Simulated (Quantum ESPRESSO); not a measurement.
## Magnetic state of MnS from several starts

Wanted: the moments of MnS and the energy of each order that was tried.

Main program and level: Quantum ESPRESSO 7.5; PBE with U = 4 eV on Mn d (ortho-atomic projectors); plane waves with GBRV 1.5 PBE potentials, no spin-orbit coupling.

The database entry behind the starting cell differs from later determinations by our own check (an axis about 0.2 % short against later determinations), so it need not match the best structure at ambient conditions.

## Step 1: The structure

It takes space group Fm-3m (No. 225, cubic). The conventional cell has a = 5.209 Å, b = 5.209 Å, c = 5.209 Å, α = 90.00°, β = 90.00°, γ = 90.00°. Nearest to Mn lie 6 S at 2.60 Å. Nearest to S lie 6 Mn at 2.60 Å. Farther neighbours and most contacts between anions are not listed.

The cell comes from the Crystallography Open Database.

## Step 2: Run 1, typed as ferro +

The signs are those of the starting moments on the seeded atoms, the atoms that are given a moment.

Contents of pw.in:

```
&CONTROL
  calculation = 'scf'
  prefix = 'pwscf'
  outdir = './tmp'
  pseudo_dir = './pseudo'
  disk_io = 'nowf'
/
&SYSTEM
  ibrav = 0
  celldm(1) = 8
  nat = 2
  ntyp = 2
  ecutwfc = 40
  ecutrho = 280
  nbnd = 19
  occupations = 'smearing'
  smearing = 'fd'
  degauss = 0.00367493
  nspin = 2
  starting_magnetization(1) = 0.3
  starting_magnetization(2) = 0
/
&ELECTRONS
  conv_thr = 4d-09
  electron_maxstep = 150
  mixing_beta = 0.3
/
ATOMIC_SPECIES
Mn     54.9380 mn_pbe_v1.5.uspp.F.UPF
S      32.0600 s_pbe_v1.4.uspp.F.UPF
CELL_PARAMETERS alat
   0.0000000000000    0.6152239614485    0.6152239614485
   0.6152239614485    0.0000000000000    0.6152239614485
   0.6152239614485    0.6152239614485    0.0000000000000
ATOMIC_POSITIONS crystal
Mn      0.0000000000    0.0000000000    0.0000000000
S       0.5000000000    0.5000000000    0.5000000000
K_POINTS automatic
8 8 8 0 0 0
HUBBARD {ortho-atomic}
U Mn-3d 4.0000
```

Started as:

```
$ OMP_NUM_THREADS=1 mpirun -n 4 pw.x -nk 4 -in pw.in > pw.out
```

What it wrote:

```text
Program PWSCF v.7.5 starts

     Message from routine setup:
     using ibrav=0 with symmetry is DISCOURAGED, use correct ibrav instead

     K-points division:     npool     =       4
     Subspace diagonalization in iterative solution of the eigenvalue problem:

     G-vector sticks info
     --------------------
     sticks:   dense  smooth     PW     G-vecs:    dense   smooth      PW
     Sum         931     535    163                18883     8099    1459

     Using Slab Decomposition

     bravais-lattice index     =            0
     lattice parameter (alat)  =       8.0000  a.u.
     unit-cell volume          =     238.4513 (a.u.)^3
     number of atoms/cell      =            2
     number of atomic types    =            2
     number of electrons       =        21.00
     number of Kohn-Sham states=           19
     kinetic-energy cutoff     =      40.0000  Ry
     charge density cutoff     =     280.0000  Ry
     scf convergence threshold =      4.0E-09
     mixing beta               =       0.3000
     number of iterations used =            8  plain     mixing
     Exchange-correlation=  SLA  PW   PBX  PBC
                           (   1   4   3   4   0   0   0)
     Hubbard projectors: ortho-atomic
     Hubbard parameters of DFT+U (Dudarev formulation) in eV:
     U(Mn-3d) =  4.0000

     Internal variables: lda_plus_u =T, lda_plus_u_kind = 0

     Internal variables: orbital_resolved =F, hub_pot_fix =F, apply_U = F

     celldm(1)=   8.000000  celldm(2)=   0.000000  celldm(3)=   0.000000
     celldm(4)=   0.000000  celldm(5)=   0.000000  celldm(6)=   0.000000

     crystal axes: (cart. coord. in units of alat)
               a(1) = (   0.000000   0.615224   0.615224 )
               a(2) = (   0.615224   0.000000   0.615224 )
               a(3) = (   0.615224   0.615224   0.000000 )

     reciprocal axes: (cart. coord. in units 2 pi/alat)
               b(1) = ( -0.812712  0.812712  0.812712 )
               b(2) = (  0.812712 -0.812712  0.812712 )
               b(3) = (  0.812712  0.812712 -0.812712 )

     PseudoPot. # 1 for Mn read from file:
     mn_pbe_v1.5.uspp.F.UPF
     Pseudo is Ultrasoft + core correction, Zval = 15.0
     Generated by new atomic code, or converted to UPF format
     Using radial grid of  859 points,  6 beta functions with:
                l(1) =   0
                l(2) =   0
                l(3) =   1
                l(4) =   1
                l(5) =   2
                l(6) =   2
     Q(r) pseudized with  8 coefficients,  rinner =    0.950   0.950   0.950
                                                       0.950   0.950

     PseudoPot. # 2 for S  read from file:
     s_pbe_v1.4.uspp.F.UPF
     Pseudo is Ultrasoft + core correction, Zval =  6.0
     Generated by new atomic code, or converted to UPF format
     Using radial grid of  907 points,  6 beta functions with:
                l(1) =   0
                l(2) =   0
                l(3) =   1
                l(4) =   1
                l(5) =   2
                l(6) =   2
     Q(r) pseudized with  8 coefficients,  rinner =    1.300   1.300   1.300
                                                       1.300   1.300

     atomic species   valence    mass     pseudopotential
     Mn               15.00    54.93800     Mn( 1.00)
     S                 6.00    32.06000     S ( 1.00)

     Starting magnetic structure
     atomic species   magnetization
     Mn              0.300
     S               0.000

     48 Sym. Ops., with inversion, found

   Cartesian axes

     site n.     atom                  positions (alat units)
         1        Mn     tau(   1) = (   0.0000000   0.0000000   0.0000000  )
         2        S      tau(   2) = (   0.6152240   0.6152240   0.6152240  )

     number of k points=    29  Fermi-Dirac smearing, width (Ry)=  0.0037
                       cart. coord. in units 2pi/alat
        k(    1) = (   0.0000000   0.0000000   0.0000000), wk =   0.0019531
        k(    2) = (   0.1015890   0.1015890  -0.1015890), wk =   0.0156250
        k(    3) = (   0.2031780   0.2031780  -0.2031780), wk =   0.0156250
        k(    4) = (   0.3047671   0.3047671  -0.3047671), wk =   0.0156250
        k(    5) = (  -0.4063561  -0.4063561   0.4063561), wk =   0.0078125
        [... 24 further k-points ...]

     Dense  grid:    18883 G-vectors     FFT dimensions: (  40,  40,  40)

     Smooth grid:     8099 G-vectors     FFT dimensions: (  30,  30,  30)

     Check: negative core charge=   -0.000037
     Generating pointlists ...
     new r_m :   0.2538 (alat units)  2.0302 (a.u.) for type    1
     new r_m :   0.2538 (alat units)  2.0302 (a.u.) for type    2

     Initial potential from superposition of free atoms

     starting charge      20.4999, renormalised to      21.0000

     STARTING HUBBARD OCCUPATIONS:

     =================== HUBBARD OCCUPATIONS ===================
     ------------------------ ATOM    1 ------------------------
     Tr[ns(  1)] (up, down, total) =   5.00000  0.00000  5.00000
     Atomic magnetic moment for atom   1 =   5.00000
     [... lines left out ...]
     Number of occupied Hubbard levels =    5.0000

     Atomic wfc used for Hubbard projectors are orthogonalized

     Starting wfcs are   17 randomized atomic wfcs +    2 random wfcs

     Self-consistent Calculation

     iteration #  1     ecut=    40.00 Ry     beta= 0.30
     Davidson diagonalization with overlap
     ethr =  1.00E-02,  avg # of iterations =  6.0

     =================== HUBBARD OCCUPATIONS ===================
     ------------------------ ATOM    1 ------------------------
     Tr[ns(  1)] (up, down, total) =   4.86513  0.13768  5.00281
     Atomic magnetic moment for atom   1 =   4.72745
     [... lines left out ...]
     Number of occupied Hubbard levels =    5.0028

     total energy              =    -235.23530380 Ry
     estimated scf accuracy    <       0.48390439 Ry

     total magnetization       =     5.00 Bohr mag/cell
     absolute magnetization    =     5.00 Bohr mag/cell

     iteration #  2     ecut=    40.00 Ry     beta= 0.30
     Davidson diagonalization with overlap
     ethr =  2.30E-03,  avg # of iterations =  1.6

     total energy              =    -235.31708490 Ry
     estimated scf accuracy    <       0.02318810 Ry

     total magnetization       =     5.00 Bohr mag/cell
     absolute magnetization    =     5.00 Bohr mag/cell

     iteration #  3     ecut=    40.00 Ry     beta= 0.30
     Davidson diagonalization with overlap
     ethr =  1.10E-04,  avg # of iterations =  3.9

     negative rho (up, down):  0.000E+00 4.495E-04

     total energy              =    -235.32514364 Ry
     estimated scf accuracy    <       0.00892790 Ry

     total magnetization       =     5.00 Bohr mag/cell
     absolute magnetization    =     5.00 Bohr mag/cell

     [... further iterations left out ...]

     iteration #  7     ecut=    40.00 Ry     beta= 0.30
     Davidson diagonalization with overlap
     ethr =  3.48E-07,  avg # of iterations =  1.5

     negative rho (up, down):  0.000E+00 4.834E-04

     total energy              =    -235.32592345 Ry
     estimated scf accuracy    <       0.00001536 Ry

     total magnetization       =     5.00 Bohr mag/cell
     absolute magnetization    =     5.00 Bohr mag/cell

     iteration #  8     ecut=    40.00 Ry     beta= 0.30
     Davidson diagonalization with overlap
     ethr =  7.31E-08,  avg # of iterations =  2.0

     negative rho (up, down):  0.000E+00 4.833E-04

     total energy              =    -235.32592851 Ry
     estimated scf accuracy    <       0.00000075 Ry

     total magnetization       =     5.00 Bohr mag/cell
     absolute magnetization    =     5.00 Bohr mag/cell

     iteration #  9     ecut=    40.00 Ry     beta= 0.30
     Davidson diagonalization with overlap
     ethr =  3.58E-09,  avg # of iterations =  2.5

     negative rho (up, down):  0.000E+00 4.827E-04

     total energy              =    -235.32592869 Ry
     estimated scf accuracy    <       0.00000011 Ry

     total magnetization       =     5.00 Bohr mag/cell
     absolute magnetization    =     5.00 Bohr mag/cell

     iteration # 10     ecut=    40.00 Ry     beta= 0.30
     Davidson diagonalization with overlap
     ethr =  5.32E-10,  avg # of iterations =  2.7

     negative rho (up, down):  0.000E+00 4.826E-04

     Magnetic moment per site  (integrated on atomic sphere of radius R)
     atom   1 (R=0.254)  charge= 13.1411  magn=  4.5074
     atom   2 (R=0.254)  charge=  4.7245  magn=  0.1147

     End of self-consistent calculation

     =================== HUBBARD OCCUPATIONS ===================
     ------------------------ ATOM    1 ------------------------
     Tr[ns(  1)] (up, down, total) =   4.97214  0.26130  5.23344
     Atomic magnetic moment for atom   1 =   4.71084
     [... lines left out ...]
     Number of occupied Hubbard levels =    5.2334

     [... lines left out ...]
     the Fermi energy is    10.6083 ev

!    total energy              =    -235.32592877 Ry
     estimated scf accuracy    <          3.1E-09 Ry
     smearing contrib. (-TS)   =      -0.00000015 Ry
     internal energy E=F+TS    =    -235.32592861 Ry

     The total energy is F=E-TS. E is the sum of the following terms:
     one-electron contribution =    -132.47689669 Ry
     hartree contribution      =      73.87722433 Ry
     xc contribution           =     -35.27235833 Ry
     ewald contribution        =    -141.49328211 Ry
     Hubbard energy            =       0.03938418 Ry

     total magnetization       =     5.00 Bohr mag/cell
     absolute magnetization    =     5.00 Bohr mag/cell

     convergence has been achieved in  10 iterations

=------------------------------------------------------------------------------=
   JOB DONE.
=------------------------------------------------------------------------------=
```

Wall time 4.8 s (4 MPI ranks of Intel Xeon 6975P-C (Granite Rapids), shared host); peak memory 0.36 GiB.

Spin moment in the atom's sphere by atom:

```csv
atom,spin moment in the atom's sphere (μB)
Mn1,4.51
S2,0.11
```

Read from the output:

```
smearing term TS       : 2.08e-6 eV
magnetization          : 5 μB
absolute magnetization : 5 μB
final state            : ferromagnetic
```

Spin density in the ac plane of the conventional cell at fractional y = 0.000, with atoms of Mn and S within 0.2 Å of it.

Ten even steps from '_' (0.0 e/Å³) to '@' (6.4 e/Å³), each cell a mean:
```
##::____________________..++
..________________________..
____________________________
____________________________
______________..____________
__________..++**::__________
__________..##@@--__________
____________::--..__________
____________________________
____________________________
____________________________
--..______________________::
@@--____________________..##
```
Columns run along a (5.2 Å), rows up along c (5.2 Å), edges of the conventional cell, whose origin can differ from the input's. Atoms in or near the plane, at fractional coordinates: Mn at (0.00, 0.00), Mn at (0.50, 0.50), S at (0.50, 0.00), S at (0.00, 0.50).

Valence density in the ac plane of the conventional cell at fractional y = 0.000, with atoms of Mn and S within 0.2 Å of it. It is the smooth field of the valence electrons, not physical close to the nuclei.

Ten steps, logarithmic in the rise over the least value, from '0' (0 e/Å³) to '9' (16 e/Å³), each cell a mean:
```
97312433431259
64101344321025
11000122210001
21000011100012
43210255310133
34311599731243
44322699831343
44311488621234
32100133200123
11000111100011
31001233210012
85212344431147
98313434432269
```
Columns run along a (5.2 Å), rows up along c (5.2 Å), edges of the conventional cell, whose origin can differ from the input's. Atoms in or near the plane, at fractional coordinates: Mn at (0.00, 0.00), Mn at (0.50, 0.50), S at (0.50, 0.00), S at (0.00, 0.50).

[end of part 1 of 2]

[Logs and program files are shortened in this print: banners, set-up blocks, solver, clock and traceback lines can be left out without a mark of their own.]

[Logs are printed without paths, hosts, clocks, repeated set-up lines and the standing remarks that a program may print on its own settings, such as how far it seeks lower states.]

[Hosts, paths, dates, database ids (printed as entryN), source tags and the programs' standing remarks are cut or masked in the printed files.]

[Where a cell is said to come from a database of computed structures, the database is the Materials Project.]
